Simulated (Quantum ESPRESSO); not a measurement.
# NiO: parallel and opposed starts

Wanted: the moments of NiO and the energy of each order that was tried.

Main program and level: Quantum ESPRESSO 7.5; PBE; plane waves with GBRV 1.5 PBE potentials, no spin-orbit coupling.

## Step 1: Set-up

The structure is cubic, space group Fm-3m (No. 225). Conventional cell: a = 4.172 Å, b = 4.172 Å, c = 4.172 Å, α = 90.00°, β = 90.00°, γ = 90.00°. Nearest to Ni lie 6 O at 2.09 Å. O has 6 Ni at 2.09 Å nearest. Farther neighbours and most contacts between anions are not listed.

The cell comes from the Crystallography Open Database.

## Step 2: Start 1: ferro +

The signs are those of the starting moments on the seeded atoms, the atoms that are given a moment.

Contents of pw.in:

```
&CONTROL
  calculation = 'scf'
  prefix = 'pwscf'
  outdir = './tmp'
  pseudo_dir = './pseudo'
  disk_io = 'nowf'
/
&SYSTEM
  ibrav = 0
  nat = 2
  ntyp = 2
  ecutwfc = 40
  ecutrho = 280
  nbnd = 20
  occupations = 'smearing'
  smearing = 'fd'
  degauss = 0.00734986
  nspin = 2
  starting_magnetization(1) = 0.1111
  starting_magnetization(2) = 0
/
&ELECTRONS
  conv_thr = 4d-09
  electron_maxstep = 150
  mixing_beta = 0.3
/
ATOMIC_SPECIES
Ni     58.6934 ni_pbe_v1.4.uspp.F.UPF
O      15.9990 o_pbe_v1.2.uspp.F.UPF
CELL_PARAMETERS bohr
   0.0000000000    3.9417828252    3.9417828252
   3.9417828252    0.0000000000    3.9417828252
   3.9417828252    3.9417828252    0.0000000000
ATOMIC_POSITIONS crystal
Ni      0.0000000000    0.0000000000    0.0000000000
O       0.5000000000    0.5000000000    0.5000000000
K_POINTS automatic
8 8 8 0 0 0
```

Launch:

```bash
$ OMP_NUM_THREADS=1 mpirun -n 2 pw.x -nk 2 -in pw.in > pw.out
```

The log of the run:

```text
Program PWSCF v.7.5 starts

     Message from routine setup:
     using ibrav=0 with symmetry is DISCOURAGED, use correct ibrav instead

     K-points division:     npool     =       2
     Subspace diagonalization in iterative solution of the eigenvalue problem:

     G-vector sticks info
     --------------------
     sticks:   dense  smooth     PW     G-vecs:    dense   smooth      PW
     Sum         595     349    121                 9721     4279     869

     Using Slab Decomposition

     bravais-lattice index     =            0
     lattice parameter (alat)  =       5.5745  a.u.
     unit-cell volume          =     122.4921 (a.u.)^3
     number of atoms/cell      =            2
     number of atomic types    =            2
     number of electrons       =        24.00
     number of Kohn-Sham states=           20
     kinetic-energy cutoff     =      40.0000  Ry
     charge density cutoff     =     280.0000  Ry
     scf convergence threshold =      4.0E-09
     mixing beta               =       0.3000
     number of iterations used =            8  plain     mixing
     Exchange-correlation= SLA  PW   PBE  PBE
                           (   1   4   3   4   0   0   0)

     celldm(1)=   5.574523  celldm(2)=   0.000000  celldm(3)=   0.000000
     celldm(4)=   0.000000  celldm(5)=   0.000000  celldm(6)=   0.000000

     crystal axes: (cart. coord. in units of alat)
               a(1) = (   0.000000   0.707107   0.707107 )
               a(2) = (   0.707107   0.000000   0.707107 )
               a(3) = (   0.707107   0.707107   0.000000 )

     reciprocal axes: (cart. coord. in units 2 pi/alat)
               b(1) = ( -0.707107  0.707107  0.707107 )
               b(2) = (  0.707107 -0.707107  0.707107 )
               b(3) = (  0.707107  0.707107 -0.707107 )

     PseudoPot. # 1 for Ni read from file:
     ni_pbe_v1.4.uspp.F.UPF
     Pseudo is Ultrasoft + core correction, Zval = 18.0
     Generated by new atomic code, or converted to UPF format
     Using radial grid of  865 points,  6 beta functions with:
                l(1) =   0
                l(2) =   0
                l(3) =   1
                l(4) =   1
                l(5) =   2
                l(6) =   2
     Q(r) pseudized with 10 coefficients,  rinner =    0.980   0.980   0.980
                                                       0.980   0.980

     PseudoPot. # 2 for O  read from file:
     o_pbe_v1.2.uspp.F.UPF
     Pseudo is Ultrasoft + core correction, Zval =  6.0
     Generated by new atomic code, or converted to UPF format
     Using radial grid of  737 points,  5 beta functions with:
                l(1) =   0
                l(2) =   0
                l(3) =   1
                l(4) =   1
                l(5) =   2
     Q(r) pseudized with  8 coefficients,  rinner =    0.900   0.900   0.900
                                                       0.900   0.900

     atomic species   valence    mass     pseudopotential
     Ni               18.00    58.69340     Ni( 1.00)
     O                 6.00    15.99900     O ( 1.00)

     Starting magnetic structure
     atomic species   magnetization
     Ni              0.111
     O               0.000

     48 Sym. Ops., with inversion, found

   Cartesian axes

     site n.     atom                  positions (alat units)
         1        Ni     tau(   1) = (   0.0000000   0.0000000   0.0000000  )
         2        O      tau(   2) = (   0.7071068   0.7071068   0.7071068  )

     number of k points=    29  Fermi-Dirac smearing, width (Ry)=  0.0073
                       cart. coord. in units 2pi/alat
        k(    1) = (   0.0000000   0.0000000   0.0000000), wk =   0.0019531
        k(    2) = (   0.0883883   0.0883883  -0.0883883), wk =   0.0156250
        k(    3) = (   0.1767767   0.1767767  -0.1767767), wk =   0.0156250
        k(    4) = (   0.2651650   0.2651650  -0.2651650), wk =   0.0156250
        k(    5) = (  -0.3535534  -0.3535534   0.3535534), wk =   0.0078125
        [... 24 further k-points ...]

     Dense  grid:     9721 G-vectors     FFT dimensions: (  30,  30,  30)

     Smooth grid:     4279 G-vectors     FFT dimensions: (  24,  24,  24)

     Check: negative core charge=   -0.000014
     Generating pointlists ...
     new r_m :   0.2917 (alat units)  1.6260 (a.u.) for type    1
     new r_m :   0.2917 (alat units)  1.6260 (a.u.) for type    2

     Initial potential from superposition of free atoms

     starting charge      22.0000, renormalised to      24.0000
     Starting wfcs are   17 randomized atomic wfcs +    3 random wfcs

     Self-consistent Calculation

     iteration #  1     ecut=    40.00 Ry     beta= 0.30
     Davidson diagonalization with overlap
     ethr =  1.00E-02,  avg # of iterations =  5.9

     total energy              =    -365.56648006 Ry
     estimated scf accuracy    <      32.91176999 Ry

     total magnetization       =     1.30 Bohr mag/cell
     absolute magnetization    =     1.30 Bohr mag/cell

     iteration #  2     ecut=    40.00 Ry     beta= 0.30
     Davidson diagonalization with overlap
     ethr =  1.00E-02,  avg # of iterations =  3.1

     total energy              =    -374.42638766 Ry
     estimated scf accuracy    <      12.69463541 Ry

     total magnetization       =     0.10 Bohr mag/cell
     absolute magnetization    =     0.12 Bohr mag/cell

     iteration #  3     ecut=    40.00 Ry     beta= 0.30
     Davidson diagonalization with overlap
     ethr =  1.00E-02,  avg # of iterations =  2.1

     total energy              =    -375.43694820 Ry
     estimated scf accuracy    <       0.29605551 Ry

     total magnetization       =     0.74 Bohr mag/cell
     absolute magnetization    =     0.74 Bohr mag/cell

     [... further iterations left out ...]

     iteration # 13     ecut=    40.00 Ry     beta= 0.30
     Davidson diagonalization with overlap
     ethr =  8.50E-09,  avg # of iterations =  2.5

     total energy              =    -375.50121113 Ry
     estimated scf accuracy    <       0.00000039 Ry

     total magnetization       =     1.33 Bohr mag/cell
     absolute magnetization    =     1.34 Bohr mag/cell

     iteration # 14     ecut=    40.00 Ry     beta= 0.30
     Davidson diagonalization with overlap
     ethr =  1.63E-09,  avg # of iterations =  1.6

     total energy              =    -375.50121269 Ry
     estimated scf accuracy    <       0.00000029 Ry

     total magnetization       =     1.33 Bohr mag/cell
     absolute magnetization    =     1.34 Bohr mag/cell

     iteration # 15     ecut=    40.00 Ry     beta= 0.30
     Davidson diagonalization with overlap
     ethr =  1.19E-09,  avg # of iterations =  2.0

     total energy              =    -375.50121418 Ry
     estimated scf accuracy    <       0.00000003 Ry

     total magnetization       =     1.32 Bohr mag/cell
     absolute magnetization    =     1.33 Bohr mag/cell

     iteration # 16     ecut=    40.00 Ry     beta= 0.30
     Davidson diagonalization with overlap
     ethr =  1.45E-10,  avg # of iterations =  2.0

     Magnetic moment per site  (integrated on atomic sphere of radius R)
     atom   1 (R=0.292)  charge= 15.6901  magn=  1.0988
     atom   2 (R=0.292)  charge=  5.6524  magn=  0.1915

     End of self-consistent calculation

     [... lines left out ...]
     the Fermi energy is    14.3541 ev

!    total energy              =    -375.50121500 Ry
     estimated scf accuracy    <          2.1E-09 Ry
     smearing contrib. (-TS)   =      -0.00440423 Ry
     internal energy E=F+TS    =    -375.49681078 Ry

     The total energy is F=E-TS. E is the sum of the following terms:
     one-electron contribution =    -216.47078603 Ry
     hartree contribution      =     123.08045090 Ry
     xc contribution           =     -42.88316815 Ry
     ewald contribution        =    -239.22330750 Ry

     total magnetization       =     1.33 Bohr mag/cell
     absolute magnetization    =     1.33 Bohr mag/cell

     convergence has been achieved in  16 iterations

=------------------------------------------------------------------------------=
   JOB DONE.
=------------------------------------------------------------------------------=
```

Wall time 8.2 s (2 MPI ranks of Arm Neoverse V2, shared host); peak memory 0.14 GiB.

Spin moment in the atom's sphere by atom:

```csv
atom,spin moment in the atom's sphere (μB)
Ni1,1.10
O2,0.19
```

Numbers from this step:

```yaml
smearing_term_ts: 0.05992 eV
magnetization: 1.325 μB
absolute_magnetization: 1.335 μB
final_state: ferromagnetic
```

Spin density in the ac plane of the conventional cell at fractional y = 0.000, with atoms of Ni and O within 0.2 Å of it.

Ten even steps from '_' (0.0 e/Å³) to '@' (3.4 e/Å³), each cell a mean:
```
%%::____________________..==
--________________________..
____________________________
____________________________
______________..____________
____________::**..__________
..________--%%@@**..________
__________..==%%::__________
____________..--____________
____________________________
____________________________
..__________________________
**..______________________::
@@**..________..________--%%
```
Columns run along a (4.2 Å), rows up along c (4.2 Å), edges of the conventional cell, whose origin can differ from the input's. Atoms in or near the plane, at fractional coordinates: Ni at (0.00, 0.00), Ni at (0.50, 0.50), O at (0.50, 0.00), O at (0.00, 0.50).

Valence density in the ac plane of the conventional cell at fractional y = 0.000, with atoms of Ni and O within 0.2 Å of it. It is the smooth field of the valence electrons, not physical close to the nuclei.

Ten steps, logarithmic in the rise over the least value, from '0' (0 e/Å³) to '9' (39 e/Å³), each cell a mean:
```
97311356521158
64201234310135
21000112100011
11000011100001
32100234310012
54211478631135
65312699841246
65211589731135
43101356420123
21000112100011
11000011100001
43100123210023
86311355421147
98412466531269
```
Columns run along a (4.2 Å), rows up along c (4.2 Å), edges of the conventional cell, whose origin can differ from the input's. Atoms in or near the plane, at fractional coordinates: Ni at (0.00, 0.00), Ni at (0.50, 0.50), O at (0.50, 0.00), O at (0.00, 0.50).

## Step 3: Run 2 (antiferro q=(0,1/2,1/2) +−)

The cell is doubled to 4 atoms to hold this order. The wavevector q is in fractions of the reciprocal vectors of the crystal's primitive cell, as the cells of these inputs are built from it; moments change sign between cells as cos(2π q·R).

Contents of pw.in:

```
&CONTROL
  calculation = 'scf'
  prefix = 'pwscf'
  outdir = './tmp'
  pseudo_dir = './pseudo'
  disk_io = 'nowf'
/
&SYSTEM
  ibrav = 0
  nat = 4
  ntyp = 3
  ecutwfc = 40
  ecutrho = 280
  nbnd = 33
  occupations = 'smearing'
  smearing = 'fd'
  degauss = 0.00734986
  nspin = 2
  starting_magnetization(1) = 0.1111
  starting_magnetization(2) = -0.1111
  starting_magnetization(3) = 0
/
&ELECTRONS
  conv_thr = 8d-09
  electron_maxstep = 150
  mixing_beta = 0.3
/
ATOMIC_SPECIES
Ni1    58.6934 ni_pbe_v1.4.uspp.F.UPF
Ni2    58.6934 ni_pbe_v1.4.uspp.F.UPF
O      15.9990 o_pbe_v1.2.uspp.F.UPF
CELL_PARAMETERS bohr
   0.0000000000    3.9417828252    3.9417828252
   7.8835656503    0.0000000000    7.8835656503
   7.8835656503    3.9417828252    3.9417828252
ATOMIC_POSITIONS crystal
Ni1     0.0000000000    0.0000000000    0.0000000000
Ni2     0.0000000000    0.5000000000    0.0000000000
O       0.5000000000    0.0000000000    0.5000000000
O       0.5000000000    0.5000000000    0.5000000000
K_POINTS automatic
8 4 8 0 0 0
```

The log of the run:

```text
[banner, memory and clock lines left out]
Program PWSCF v.7.5 starts

     Message from routine setup:
     using ibrav=0 with symmetry is DISCOURAGED, use correct ibrav instead

     bravais-lattice index     =            0
     lattice parameter (alat)  =       5.5745  a.u.
     unit-cell volume          =     244.9842 (a.u.)^3
     number of atoms/cell      =            4
     number of atomic types    =            3
     number of electrons       =        48.00
     number of Kohn-Sham states=           33
     kinetic-energy cutoff     =      40.0000  Ry
     charge density cutoff     =     280.0000  Ry
     scf convergence threshold =      8.0E-09
     mixing beta               =       0.3000
     number of iterations used =            8  plain     mixing
     Exchange-correlation= SLA  PW   PBE  PBE
                           (   1   4   3   4   0   0   0)

     celldm(1)=   5.574523  celldm(2)=   0.000000  celldm(3)=   0.000000
     celldm(4)=   0.000000  celldm(5)=   0.000000  celldm(6)=   0.000000

     crystal axes: (cart. coord. in units of alat)
               a(1) = (   0.000000   0.707107   0.707107 )
               a(2) = (   1.414214   0.000000   1.414214 )
               a(3) = (   1.414214   0.707107   0.707107 )

     reciprocal axes: (cart. coord. in units 2 pi/alat)
               b(1) = ( -0.707107  0.707107  0.707107 )
               b(2) = (  0.000000 -0.707107  0.707107 )
               b(3) = (  0.707107  0.707107 -0.707107 )

     PseudoPot. # 1 for Ni read from file:
     ni_pbe_v1.4.uspp.F.UPF
     Pseudo is Ultrasoft + core correction, Zval = 18.0

     PseudoPot. # 2 for Ni read from file:
     ni_pbe_v1.4.uspp.F.UPF
     Pseudo is Ultrasoft + core correction, Zval = 18.0

     PseudoPot. # 3 for O  read from file:
     o_pbe_v1.2.uspp.F.UPF
     Pseudo is Ultrasoft + core correction, Zval =  6.0

     atomic species   valence    mass     pseudopotential
     Ni1              18.00    58.69340     Ni( 1.00)
     Ni2              18.00    58.69340     Ni( 1.00)
     O                 6.00    15.99900     O ( 1.00)

     Starting magnetic structure
     atomic species   magnetization
     Ni1             0.111
     Ni2            -0.111
     O               0.000

     16 Sym. Ops., with inversion, found

   Cartesian axes

     site n.     atom                  positions (alat units)
         1        Ni1    tau(   1) = (   0.0000000   0.0000000   0.0000000  )
         2        Ni2    tau(   2) = (   0.7071068   0.0000000   0.7071068  )
         3        O      tau(   3) = (   0.7071068   0.7071068   0.7071068  )
         4        O      tau(   4) = (   1.4142136   0.7071068   1.4142136  )

     number of k points=    39  Fermi-Dirac smearing, width (Ry)=  0.0073
                       cart. coord. in units 2pi/alat
        k(    1) = (   0.0000000   0.0000000   0.0000000), wk =   0.0039062
        k(    2) = (   0.0883883   0.0883883  -0.0883883), wk =   0.0312500
        k(    3) = (   0.1767767   0.1767767  -0.1767767), wk =   0.0312500
        k(    4) = (   0.2651650   0.2651650  -0.2651650), wk =   0.0312500
        k(    5) = (  -0.3535534  -0.3535534   0.3535534), wk =   0.0078125
        [... 34 further k-points ...]

     Dense  grid:    19361 G-vectors     FFT dimensions: (  30,  60,  54)

     Smooth grid:     8463 G-vectors     FFT dimensions: (  24,  45,  40)

     Check: negative core charge=   -0.000015
     Generating pointlists ...
     new r_m :   0.2917 (alat units)  1.6260 (a.u.) for type    1
     new r_m :   0.2917 (alat units)  1.6260 (a.u.) for type    2
     new r_m :   0.2917 (alat units)  1.6260 (a.u.) for type    3

     Initial potential from superposition of free atoms

     starting charge      44.0000, renormalised to      48.0000
     Starting wfcs are   34 randomized atomic wfcs

     Self-consistent Calculation

     iteration #  1     ecut=    40.00 Ry     beta= 0.30
     Davidson diagonalization with overlap
     ethr =  1.00E-02,  avg # of iterations =  3.7

     total energy              =    -731.51422866 Ry
     estimated scf accuracy    <      64.95027219 Ry

     total magnetization       =     0.00 Bohr mag/cell
     absolute magnetization    =     2.33 Bohr mag/cell

     iteration #  2     ecut=    40.00 Ry     beta= 0.30
     Davidson diagonalization with overlap
     ethr =  1.00E-02,  avg # of iterations =  3.0

     total energy              =    -748.82945650 Ry
     estimated scf accuracy    <      25.07931701 Ry

     total magnetization       =    -0.00 Bohr mag/cell
     absolute magnetization    =     0.20 Bohr mag/cell

     [... further iterations left out ...]

     iteration # 19     ecut=    40.00 Ry     beta= 0.30
     Davidson diagonalization with overlap
     ethr =  1.18E-10,  avg # of iterations =  1.7

     total energy              =    -750.99980100 Ry
     estimated scf accuracy    <       0.00000001 Ry

     total magnetization       =     0.00 Bohr mag/cell
     absolute magnetization    =     1.68 Bohr mag/cell

     iteration # 20     ecut=    40.00 Ry     beta= 0.30
     Davidson diagonalization with overlap
     ethr =  2.97E-11,  avg # of iterations =  2.0

     Magnetic moment per site  (integrated on atomic sphere of radius R)
     atom   1 (R=0.292)  charge= 15.7054  magn=  0.7604
     atom   2 (R=0.292)  charge= 15.7054  magn= -0.7602
     atom   3 (R=0.292)  charge=  5.6377  magn= -0.0438
     atom   4 (R=0.292)  charge=  5.6377  magn=  0.0439

     End of self-consistent calculation

     [... lines left out ...]
     the Fermi energy is    14.3444 ev

!    total energy              =    -750.99980102 Ry
     estimated scf accuracy    <          1.8E-09 Ry
     smearing contrib. (-TS)   =      -0.00879547 Ry
     internal energy E=F+TS    =    -750.99100555 Ry

     The total energy is F=E-TS. E is the sum of the following terms:
     one-electron contribution =    -433.18202875 Ry
     hartree contribution      =     246.35724699 Ry
     xc contribution           =     -85.71960877 Ry
     ewald contribution        =    -478.44661501 Ry

     total magnetization       =     0.00 Bohr mag/cell
     absolute magnetization    =     1.68 Bohr mag/cell

     convergence has been achieved in  20 iterations
```

Wall time 60 s (2 MPI ranks); peak memory 0.23 GiB.

Spin moment in the atom's sphere by atom:

```csv
atom,spin moment in the atom's sphere (μB)
Ni1,0.760
Ni2,-0.760
O3,-0.044
O4,0.044
```

Numbers from this step:

```
smearing term TS       : 0.1197 eV
magnetization          : 0 μB
absolute magnetization : 1.684 μB
final state            : antiferromagnetic
```

Spin density in the ac plane of the conventional cell at fractional y = 0.000, with atoms of Ni and O within 0.2 Å of it.

Ten even steps from '_' (-2.3 e/Å³) to '@' (2.3 e/Å³), each cell a mean:
```
@@**++++++++======++++++++##
**++++++++==========++++++++
++++++++============++++++++
++++++==================++++
++++====================++++
++++========--..========++++
++========--____..==========
++==========::__--========++
++++++========--========++++
++++====================++++
++++++++==============++++++
++++++++============++++++++
%%++++++++==========++++++**
@@%%++++++++++==++++++++**@@
```
Columns run along a (4.2 Å), rows up along c (4.2 Å), edges of the conventional cell, whose origin can differ from the input's. Atoms in or near the plane, at fractional coordinates: Ni at (0.00, 0.00), Ni at (0.50, 0.50), O at (0.50, 0.00), O at (0.00, 0.50).

Valence density in the ac plane of the conventional cell at fractional y = 0.000, with atoms of Ni and O within 0.2 Å of it. It is the smooth field of the valence electrons, not physical close to the nuclei.

Ten steps, logarithmic in the rise over the least value, from '_' (0 e/Å³) to '@' (39 e/Å³), each cell a mean:
```
@@##--....--++**++::..::++@@
**==::__..::--==--..__..--++
::..______....::..______....
....________......________..
--::..____::--==--..____..::
++==::....==##%%**--....--++
**++--..::**@@@@%%==..::==**
**++::..::++@@@@##--....--++
==--..__..--++**==::__..::--
::..______....::..______....
....________......________..
==--..____..::--::..____::--
%%**--....--++++==::....==##
@@%%==..::==****++--..::**@@
```
Columns run along a (4.2 Å), rows up along c (4.2 Å), edges of the conventional cell, whose origin can differ from the input's. Atoms in or near the plane, at fractional coordinates: Ni at (0.00, 0.00), Ni at (0.50, 0.50), O at (0.50, 0.00), O at (0.00, 0.50).

[end of part 1 of 2]

[Logs and program files are shortened in this print: banners, set-up blocks, solver, clock and traceback lines can be left out without a mark of their own.]

[Logs are printed without paths, hosts, clocks, repeated set-up lines and the standing remarks that a program may print on its own settings, such as how far it seeks lower states.]

[Hosts, paths, dates, database ids (printed as entryN), source tags and the programs' standing remarks are cut or masked in the printed files.]

[Where a cell is said to come from a database of computed structures, the database is the Materials Project.]
